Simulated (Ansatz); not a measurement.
**One crystal, many levels of theory: CaTiN2 (Pmmn)**

What gap does each level of theory give for CaTiN2 (Pmmn), and in what time?

Method: density functionals, hybrids and G0W0, plane waves, PAW, in Ansatz 0.2.0.

This is a report of a sequence of runs, with most program output left out.

In doubt: masses and optical values from hybrid runs of this build are listed as unsure (steps 7, 8), which bears on the screening that GW takes from such a start.

## (1) The structure

It takes space group Pmmn (No. 59, orthorhombic). The conventional cell has a = 3.613 Å, b = 3.937 Å, c = 7.542 Å, α = 90.00°, β = 90.00°, γ = 90.00°. Nearest to Ca lie 7 N at 2.37 to 3.02 Å. Nearest to Ti lie 5 N at 1.84 to 2.03 Å. Nearest to N lie 4 Ti at 2.02 to 2.03 Å and 2 Ca at 3.02 Å. Nearest to N lie 1 Ti at 1.84 Å and 5 Ca at 2.37 to 2.67 Å. Farther neighbours and most contacts between anions are not listed.

Geometry: measured cell, ions relaxed with r2SCAN. The runs that relaxed it are not among those shown. The default PAW set here is soft_2. Its files were made with PBE.

## (2) LDA on the 6×6×4 mesh

This step: DFT, LDA, plane waves, PAW.

Contents of input.yaml:

```yaml
crystal:
  lattice:
    - [3.6131, 0.0, 0.0]
    - [0.0, 3.9365, 0.0]
    - [0.0, 0.0, 7.5421]
  atoms:
    - { symbol: Ca, position: [0.0, 0.5, 0.8496394539] }
    - { symbol: Ca, position: [0.5, 0.0, 0.1503605461] }
    - { symbol: Ti, position: [0.0, 0.5, 0.407547735] }
    - { symbol: Ti, position: [0.5, 0.0, 0.592452265] }
    - { symbol: "N", position: [0.5, 0.5, 0.5283250645] }
    - { symbol: "N", position: [0.0, 0.0, 0.4716749355] }
    - { symbol: "N", position: [0.0, 0.5, 0.1641950872] }
    - { symbol: "N", position: [0.5, 0.0, 0.8358049128] }
kpoints:
  mp_grid: { grid: [6, 6, 4] }
  band_path:
    path:
      - [0.0, 0.0, 0.0]
      - [0.5, 0.0, 0.0]
      - [0.5, 0.5, 0.0]
      - [0.0, 0.5, 0.0]
      - [0.0, 0.0, 0.5]
      - [0.5, 0.0, 0.5]
      - [0.5, 0.5, 0.5]
      - [0.0, 0.5, 0.5]
    npoints: 1
hamiltonian:
  xc: lda
scf:
  occupations: { method: fixed }
  n_extra_bands: 6
output:
  eigenvalues: true
```

The run is started by

```sh
$ ansatz run input.yaml --threads 3 --pin off --max-ram 64512MiB --backend cuda --events-out ev --progress --plain --runs-dir out --devices 1 --max-vram 24GiB  # rebuilt from the run's record
```

It took 2 s on 1 × NVIDIA H100 80GB HBM3 (shared by 3 runs) with 3 threads of AMD EPYC 7R13 (Zen 3), shared host; peak memory 0.96 GiB; 2.7 s of CPU time.

Numbers from this step:

* gap: 0.6409 eV
* valence top at: Γ
* conduction bottom at: Γ
* least direct gap: 0.6409 eV

Over mesh and listed points the gap is 0.641 eV, direct, at k = Γ.

## (3) r2SCAN on the 6×6×4 mesh

Levels along a band path and on the mesh show where this functional puts the band edges.

This step: DFT, r2SCAN, plane waves, PAW.

input.yaml, as its differences from that of step 2:

```diff
@@ -18,15 +18,11 @@
     path:
-      - [0.0, 0.0, 0.0]
-      - [0.5, 0.0, 0.0]
-      - [0.5, 0.5, 0.0]
-      - [0.0, 0.5, 0.0]
-      - [0.0, 0.0, 0.5]
-      - [0.5, 0.0, 0.5]
-      - [0.5, 0.5, 0.5]
-      - [0.0, 0.5, 0.5]
-    npoints: 1
+      - [[0.0, 0.0, 0.0], [0.5, 0.0, 0.0], [0.5, 0.5, 0.0], [0.0, 0.5, 0.0], [0.0, 0.0, 0.0], [0.0, 0.0, 0.5], [0.5, 0.0, 0.5], [0.5, 0.5, 0.5], [0.0, 0.5, 0.5], [0.0, 0.0, 0.5]]
+      - [[0.5, 0.0, 0.0], [0.5, 0.0, 0.5]]
+      - [[0.0, 0.5, 0.0], [0.0, 0.5, 0.5]]
+      - [[0.5, 0.5, 0.0], [0.5, 0.5, 0.5]]
+    npoints: 10
 hamiltonian:
-  xc: lda
+  xc: r2scan
 scf:
-  occupations: { method: fixed }
+  occupations: { method: fermi_dirac, width: 0.02 }
   n_extra_bands: 6
@@ -34 +30,5 @@
   eigenvalues: true
+  write_density: true
+  write_potential: true
+  elf: true
+  volumetric_format: npy
```

Elapsed: 3 s, on 1 × NVIDIA H100 80GB HBM3 (shared by 3 runs) with 3 threads; peak memory 1.2 GiB.

This step gave:

- filled bands: 32
- gap: 1.075 eV
- valence top at: Γ
- conduction bottom at: Γ
- least direct gap: 1.075 eV

Over mesh and path the gap is 1.075 eV, direct, at k = Γ. r2SCAN against LDA: 1.075 − 0.641 = +0.434 eV. The runs also differ in plane-wave cutoff (420 eV and 500 eV), so how much of this comes from the functional alone is not known.

## (4) HSE06 on the 4×4×2 mesh

HSE06 mixes in a quarter of exact exchange at short range.

This step: DFT, HSE06, plane waves, PAW.

Contents of input.yaml:

```yaml
crystal:
  lattice:
    - [3.6131, 0.0, 0.0]
    - [0.0, 3.9365, 0.0]
    - [0.0, 0.0, 7.5421]
  atoms:
    - { symbol: Ca, position: [0.0, 0.5, 0.8496394539] }
    - { symbol: Ca, position: [0.5, 0.0, 0.1503605461] }
    - { symbol: Ti, position: [0.0, 0.5, 0.407547735] }
    - { symbol: Ti, position: [0.5, 0.0, 0.592452265] }
    - { symbol: "N", position: [0.5, 0.5, 0.5283250645] }
    - { symbol: "N", position: [0.0, 0.0, 0.4716749355] }
    - { symbol: "N", position: [0.0, 0.5, 0.1641950872] }
    - { symbol: "N", position: [0.5, 0.0, 0.8358049128] }
kpoints:
  mp_grid: { grid: [4, 4, 2] }
  band_path:
    path:
      - [0.0, 0.0, 0.0]
      - [0.5, 0.0, 0.0]
      - [0.5, 0.5, 0.0]
      - [0.0, 0.5, 0.0]
      - [0.0, 0.0, 0.5]
      - [0.5, 0.0, 0.5]
      - [0.5, 0.5, 0.5]
      - [0.0, 0.5, 0.5]
    npoints: 1
hamiltonian:
  xc: hse06
scf:
  occupations: { method: fixed }
  n_extra_bands: 6
output:
  eigenvalues: true
```

It took 9.8 s on 1 × NVIDIA H100 80GB HBM3 (shared by 3 runs) with 3 threads; peak memory 1.3 GiB; 20 s of CPU time.

Numbers from this step:

```yaml
gap: 1.831 eV
valence_top_at: Γ
conduction_bottom_at: Γ
least_direct_gap: 1.831 eV
exact_exchange_fraction: 0.25
```

Over mesh and listed points the gap is 1.831 eV, direct, at k = Γ. HSE06 against LDA: 1.831 − 0.641 = +1.190 eV. The runs also differ in mesh (6×6×4 and 4×4×2), so how much of this comes from the functional alone is not known.

## (5) PBE0 on the 4×4×2 mesh

PBE0 mixes in a quarter of exact exchange at all distances.

This step: DFT, PBE0, plane waves, PAW.

input.yaml, as its differences from that of step 4:

```diff
@@ -28,3 +28,3 @@
 hamiltonian:
-  xc: hse06
+  xc: pbe0
 scf:
```

The job ended after 9.6 s (1 × NVIDIA H100 80GB HBM3 (shared by 3 runs) with 3 threads; peak memory 1.3 GiB).

This step gave:

```
gap                     : 2.532 eV
valence top at          : Γ
conduction bottom at    : Γ
least direct gap        : 2.532 eV
exact-exchange fraction : 0.25
```

Over mesh and listed points the gap is 2.532 eV, direct, at k = Γ. PBE0 against HSE06: 2.532 − 1.831 = +0.701 eV, with the same mesh, files and cutoff, and both edges at the same k points.

## (6) G0W0@r2SCAN, 4×4×2 mesh, 688 empty bands, screening to 200 eV

G0W0 replaces the xc potential by a self-energy built once from the orbitals of the start. Levels are corrected in the window of bands that the input names, at points of the mesh.

This step: G0W0 on r2SCAN, plane waves, PAW.

input.yaml, as its differences from that of step 5:

```diff
@@ -16,19 +16,11 @@
   mp_grid: { grid: [4, 4, 2] }
-  band_path:
-    path:
-      - [0.0, 0.0, 0.0]
-      - [0.5, 0.0, 0.0]
-      - [0.5, 0.5, 0.0]
-      - [0.0, 0.5, 0.0]
-      - [0.0, 0.0, 0.5]
-      - [0.5, 0.0, 0.5]
-      - [0.5, 0.5, 0.5]
-      - [0.0, 0.5, 0.5]
-    npoints: 1
 hamiltonian:
-  xc: pbe0
+  xc: r2scan
 scf:
   occupations: { method: fixed }
-  n_extra_bands: 6
-output:
-  eigenvalues: true
+gw:
+  n_empty_bands: 688
+  ecut_chi: 200.0
+  qp_bands: [v2, c2]
+  qp_kpoints: band_edges
+  screening: { model: contour_deformation }
```

Wall time 21 s (1 × NVIDIA H100 80GB HBM3 (shared by 3 runs) with 3 threads); peak memory 3.1 GiB.

Numbers from this step:

```yaml
bands_summed: 720
rpa_eps_infinity_on_this_mesh_eigenvalues: 6.655, 9.225, 10.55
plane_waves_in_the_screening_matrix: 693
g0w0_gap_over_the_corrected_points: 1.901 eV
k_of_the_valence_top: 0, 0, 0
k_of_the_conduction_bottom: 0, 0, 0
starting_gap_on_the_mesh: 1.070 eV
z_at_the_valence_top: 0.7265
z_at_the_conduction_bottom: 0.7258
least_direct_g0w0_gap_over_the_corrected_points: 1.901 eV
```

Over 9 of 18 irreducible mesh points the G0W0 gap is 1.901 eV, direct, at k = Γ. The r2SCAN gap of this run on the mesh is 1.070 eV. Other states bound it: the two that bound the G0W0 gap lie 1.189 eV apart in r2SCAN, so state for state the correction is 1.901 − 1.189 = +0.712 eV, while gap against gap it is 1.901 − 1.070 = +0.831 eV.

## (7) G0W0@HSE06, 4×4×2 mesh, 320 empty bands, screening to 120 eV

This step: G0W0 on HSE06, plane waves, PAW.

input.yaml, as its differences from that of step 6:

```diff
@@ -17,3 +17,3 @@
 hamiltonian:
-  xc: r2scan
+  xc: hse06
 scf:
@@ -21,4 +21,4 @@
 gw:
-  n_empty_bands: 688
-  ecut_chi: 200.0
+  n_empty_bands: 320
+  ecut_chi: 120
   qp_bands: [v2, c2]
```

The job ended after 35 s (1 × NVIDIA H100 80GB HBM3 (shared by 3 runs) with 3 threads; peak memory 1.9 GiB).

Numbers from this step:

* bands summed: 352
* RPA ε∞ on this mesh (eigenvalues): 5.605, 6.379, 6.410
* plane waves in the screening matrix: 325
* G0W0 gap over the corrected points: 2.114 eV
* k of the valence top: 0, 0, 0
* k of the conduction bottom: 0, 0, 0
* starting gap on the mesh: 1.831 eV
* Z at the valence top: 0.7665
* Z at the conduction bottom: 0.7684
* least direct G0W0 gap over the corrected points: 2.114 eV

Over 9 of 18 irreducible mesh points the G0W0 gap is 2.114 eV, direct, at k = Γ. The HSE06 gap of this run on the mesh is 1.831 eV. Other states bound it: the two that bound the G0W0 gap lie 2.008 eV apart in HSE06, so state for state the correction is 2.114 − 2.008 = +0.106 eV, while gap against gap it is 2.114 − 1.831 = +0.283 eV. G0W0@HSE06 against G0W0@r2SCAN with 352 bands (a further run, in the table below): 2.114 − 1.789 = +0.325 eV. The runs also differ in plane-wave cutoff (500 eV and 420 eV), so how much of this comes from the start alone is not known.

## (8) G0W0@PBE0, 4×4×2 mesh, 320 empty bands, screening to 120 eV

This step: G0W0 on PBE0, plane waves, PAW.

input.yaml, as its differences from that of step 7:

```diff
@@ -17,3 +17,3 @@
 hamiltonian:
-  xc: hse06
+  xc: pbe0
 scf:
```

The job ended after 27 s (1 × NVIDIA H100 80GB HBM3 (shared by 3 runs) with 3 threads; peak memory 1.9 GiB).

Numbers from this step:

| Quantity | Value |
| --- | --- |
| bands summed | 352 |
| RPA ε∞ on this mesh (eigenvalues) | 5.134, 5.467, 5.602 |
| plane waves in the screening matrix | 325 |
| G0W0 gap over the corrected points | 2.336 eV |
| k of the valence top | 0, 0, 0 |
| k of the conduction bottom | 0, 0, 0 |
| starting gap on the mesh | 2.532 eV |
| Z at the valence top | 0.7828 |
| Z at the conduction bottom | 0.7848 |
| least direct G0W0 gap over the corrected points | 2.336 eV |

Over 9 of 18 irreducible mesh points the G0W0 gap is 2.336 eV, direct, at k = Γ. The PBE0 gap of this run on the mesh is 2.532 eV. Other states bound it: the two that bound the G0W0 gap lie 2.704 eV apart in PBE0, so state for state the correction is 2.336 − 2.704 = −0.368 eV, while gap against gap it is 2.336 − 2.532 = −0.196 eV. G0W0@PBE0 against G0W0@HSE06 with 352 bands: 2.336 − 2.114 = +0.222 eV, with the same mesh, files and cutoffs, and both edges at the same k points. The program's warnings for this run: coarse exchange mesh.

## (9) Gap and time by level

Each gap is the least one over the points named; times are wall times on shared hosts, not benchmarks. A G0W0 time includes the run's own self-consistent start. Runs with listed points see these and the mesh alone, so an edge that moves elsewhere is missed. Rows marked * are further runs, not shown as steps, whose inputs differ from the G0W0 step on the same start in the columns given; solver thresholds can differ too.

```csv
level,mesh,"files, cutoff","bands summed, screening",points,gap (eV),valence top,conduction bottom,least direct gap (eV),time
LDA,6×6×4,"soft_2 PAW, 420 eV",-,mesh and listed points,0.641,Γ,Γ,0.641,2 s
r2SCAN,6×6×4,"soft_2 PAW, 500 eV",-,mesh and path,1.075,Γ,Γ,1.075,3 s
HSE06,4×4×2,"soft_2 PAW, 420 eV",-,mesh and listed points,1.831,Γ,Γ,1.831,9.8 s
PBE0,4×4×2,"soft_2 PAW, 420 eV",-,mesh and listed points,2.532,Γ,Γ,2.532,9.6 s
G0W0@r2SCAN*,4×4×2,"soft_2 PAW, 500 eV","145, 60 eV",9 of 18 irreducible mesh points,1.734,Γ,Γ,1.734,6.2 s
G0W0@r2SCAN*,4×4×2,"soft_2 PAW, 500 eV","352, 120 eV",9 of 18 irreducible mesh points,1.789,Γ,Γ,1.789,16 s
G0W0@r2SCAN,4×4×2,"soft_2 PAW, 500 eV","720, 200 eV",9 of 18 irreducible mesh points,1.901,Γ,Γ,1.901,21 s
G0W0@HSE06,4×4×2,"soft_2 PAW, 420 eV","352, 120 eV",9 of 18 irreducible mesh points,2.114,Γ,Γ,2.114,35 s
G0W0@PBE0,4×4×2,"soft_2 PAW, 420 eV","352, 120 eV",9 of 18 irreducible mesh points,2.336,Γ,Γ,2.336,27 s
```

## (10) Summary of results

```json
{"LDA, over mesh and listed points": "0.641 eV", "r2SCAN, over mesh and path": "1.075 eV", "HSE06, over mesh and listed points": "1.831 eV", "PBE0, over mesh and listed points": "2.532 eV", "G0W0@r2SCAN (720 bands, 4×4×2), over 9 of 18 irreducible mesh points": "1.901 eV", "G0W0@HSE06, over 9 of 18 irreducible mesh points": "2.114 eV", "G0W0@PBE0, over 9 of 18 irreducible mesh points": "2.336 eV", "known limits": "finite bands, screening cutoff and k mesh; no spin-orbit coupling in G0W0"}
```

What this shows: The rows run from 0.641 eV (LDA) to 2.532 eV (PBE0). They differ in mesh, plane-wave cutoff, bands and screening cutoff of G0W0 and the points over which the gap was sought as well as in level, so only pairs that share these are like for like. PBE0 against HSE06: 2.532 − 1.831 = +0.701 eV, with the same mesh, files and cutoff, and both edges at the same k points. G0W0@PBE0 against G0W0@HSE06 with 352 bands: 2.336 − 2.114 = +0.222 eV, with the same mesh, files and cutoffs, and both edges at the same k points. G0W0@r2SCAN (720 bands, 4×4×2) moves the gap of its own start on the mesh by 1.901 − 1.070 = +0.831 eV, with other states at the edges (they lie 1.189 eV apart at the start). Both edges that r2SCAN shows over mesh and path lie at k points where levels were corrected. Levels at other points were not corrected, so a lower G0W0 gap elsewhere in the zone is not ruled out. G0W0@HSE06 moves the gap of its own start on the mesh by 2.114 − 1.831 = +0.283 eV, with other states at the edges (they lie 2.008 eV apart at the start). Both edges that HSE06 shows over mesh and listed points lie at k points where levels were corrected. Levels at other points were not corrected, so a lower G0W0 gap elsewhere in the zone is not ruled out. G0W0@PBE0 moves the gap of its own start on the mesh by 2.336 − 2.532 = −0.196 eV, with other states at the edges (they lie 2.704 eV apart at the start). Both edges that PBE0 shows over mesh and listed points lie at k points where levels were corrected. Levels at other points were not corrected, so a lower G0W0 gap elsewhere in the zone is not ruled out. For G0W0@r2SCAN: from 145 bands and 60 eV to 720 bands and 200 eV the gap moves by 1.901 − 1.734 = +0.167 eV (rung by rung 1.734, 1.789, 1.901 eV); bands and screening cutoff rise together, so their parts are not told apart. A line in one over the bands through the two highest rungs gives 1.901 + (1.901 − 1.789) × 352 / (720 − 352) = 2.008 eV, and through the pair below 1.789 + (1.789 − 1.734) × 145 / (352 − 145) = 1.828 eV. Carried level by level, other states would bound the gap (1.988 eV), so the limit is not known. The other G0W0 rows are shown at one basis each (352 bands), so their distance from the limit is not known here. For G0W0@PBE0: the program's warnings for this run: coarse exchange mesh. The G0W0 runs are scalar-relativistic. No pair of G0W0 runs that differ in the mesh alone is shown (4×4×2 is a supercell whose nearest images lie 14 Å apart), so the error from the mesh is not known here. G0W0@r2SCAN runs of this series with other atomic data on the same mesh, not shown as steps, give 1.789 eV (hard PAW, 870 eV, 352 bands, screening to 120 eV; the table's row with the same empty bands and screening cutoff has 1.789 eV); where bands and cutoffs differ too, the part of the files is not isolated.

[Paths, hosts, dates, memory and timing lines, banners, echoed tables and standing remarks are left out of the program output.]

[Logs are printed without paths, hosts, clocks, repeated set-up lines and the standing remarks that a program may print on its own settings, such as how far it seeks lower states.]

[Runs of the session that timed out or met a known fault of the program may be left out.]

[Cells called generated may have been cut or substituted from an entry of the Crystallography Open Database or the Materials Project.]

[Hosts, paths, dates, database ids (printed as entryN), source tags and the programs' standing remarks are cut or masked in the printed files.]

[Where an RPA ε∞ is given, it is that of the G0W0 mesh and is not shown converged in it. Names of k-points follow the symmetry that the program found, which can be lower than the space group named. Band edges on a path are those of the sampled points; other points can move an edge, and change direct to indirect where valleys lie close.]

[Hybrid gaps are those of their k-mesh and are not shown converged in it.]
